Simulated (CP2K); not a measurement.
Two runs for the S L₂,₃ edge of 3-acetylthiophene. Run A: CP2K XAS_TDP, all-electron GAPW, PBEh(45%), aug-cc-pVDZ, TDA, ZORA, spin–orbit coupling. Run B differs in one setting.

First lines with a strength over 0.0003. A:

```csv
atom,energy (eV),states,"strength, one atom"
S7 (bonded to 2 C),164.15,1,0.0003
,164.62,1,0.0022
,164.90,1,0.0018
,165.69,2,0.0017
,166.01,1,0.0038
```

B:

| atom | energy (eV) | states | strength, one atom |
| --- | --- | --- | --- |
| S7 (bonded to 2 C) | 167.07 | 2 | 0.0004 |
|  | 167.56 | 1 | 0.0021 |
|  | 167.82 | 1 | 0.0019 |
|  | 168.62 | 2 | 0.0017 |
|  | 168.93 | 1 | 0.0037 |

**Question.** Which was it: the functional, GW2X switched on, the basis?

GW2X switched on. GW2X shifts the lines nearly together; each 2p level gets its own shift. The lowest line over the strength cut lies at 167.07 eV, against 164.15 eV (PBEh(45%), aug-cc-pVDZ).

[Banner, clock and machine lines of the logs are left out without a mark of their own.]

[Logs are printed without paths, hosts, clocks, repeated set-up lines and the standing remarks that a program may print on its own settings, such as how far it seeks lower states.]

[Hosts, paths, dates, database ids (printed as entryN), source tags and the programs' standing remarks are cut or masked in the printed files.]
